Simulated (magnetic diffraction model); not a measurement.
# Moment size from magnetic intensity in Ca2Co2B

Space group C2/c (no. 15), a = 9.4200 Å, b = 5.3650 Å, c = 7.2330 Å, β = 101.03°.

| site | atom | x | y | z |
| --- | --- | --- | --- | --- |
| 8f | Co | 0.6357 | 0.3776 | 0.9987 |
| 8f | Ca | 0.8462 | 0.3632 | 0.3477 |
| 4e | B | 0 | 0.8631 | 1/4 |

The compound is invented for this exercise: a known structure type with other elements, its cell scaled to their sizes and not relaxed.

Only Co is taken to order (form factors of Co2+); orders and moment sizes are assumed, and not adapted to the symmetry. Radiation: neutrons of λ = 1.909 Å (absorption by B left out), 8° to 40°; isotropic B of 0.26 Å² (Co), 0.29 Å² (Ca) and 0.41 Å² (B). Simulated constant-wavelength pattern: nuclear and magnetic terms add, the magnetic one as |2.695 fm × Σ f S⊥ exp(2πi Q·r) exp(−B s²)|², summed over all Q at one angle with the factor 1/(sin²θ cos θ). For collinear order S is the moment m, which repeats by lattice and centring translations R with the sign exp(−2πi k·R). Free-ion form factors, Sears's scattering lengths of 1992, no absorption; a label names one of the reflections at its angle. The strongest nuclear line in the range is 100, and lines under 0.2 are left out.

In a first state the assumed order is k = (1 0 0), collinear moments along [001], 2.29 μB on Co; signs + at (0.6357, 0.3776, 0.9987), − at (0.8643, 0.8776, 0.5013), + at (0.8643, 0.1224, 0.0013), + at (0.6357, 0.6224, 0.4987), with this pattern:

```csv
2θ (°),index,nuclear,magnetic
11.85,(1 0 0),0.0,764.5
17.61,(1 0 -1),0.0,84.3
20.50,(0 1 0),0.0,234.4
21.27,(1 0 1),0.0,105.3
23.74,(1 1 0),58.2,0.0
23.83,(2 0 0),9.0,0.0
25.77,(0 1 1),0.0,179.1
27.15,(1 1 -1),17.5,0.0
31.20,(0 0 2),38.4,0.0
31.20,(1 0 -2),0.0,3.2
31.63,(2 1 0),0.0,166.0
33.23,(2 1 -1),0.0,115.0
35.63,(1 0 2),0.0,15.5
35.65,(2 0 -2),28.2,0.0
36.08,(3 0 0),0.0,58.7
36.50,(3 0 -1),0.0,46.8
```
(The table stops after 16 lines; 3 more lie at higher angle.)

**Question.** Nearer the ordering temperature the line at 11.85° has total intensity 554.3 on the same scale, and all moments have shrunk alike. How large is the Co moment?

The nuclear part, 0.0, stays, so the magnetic part is 554.3 against 764.5. It goes as m², so m = 2.29 × √(554.3/764.5) = 1.95 μB; the value used was 1.95 μB.

[Logs are printed without paths, hosts, clocks, repeated set-up lines and the standing remarks that a program may print on its own settings, such as how far it seeks lower states.]
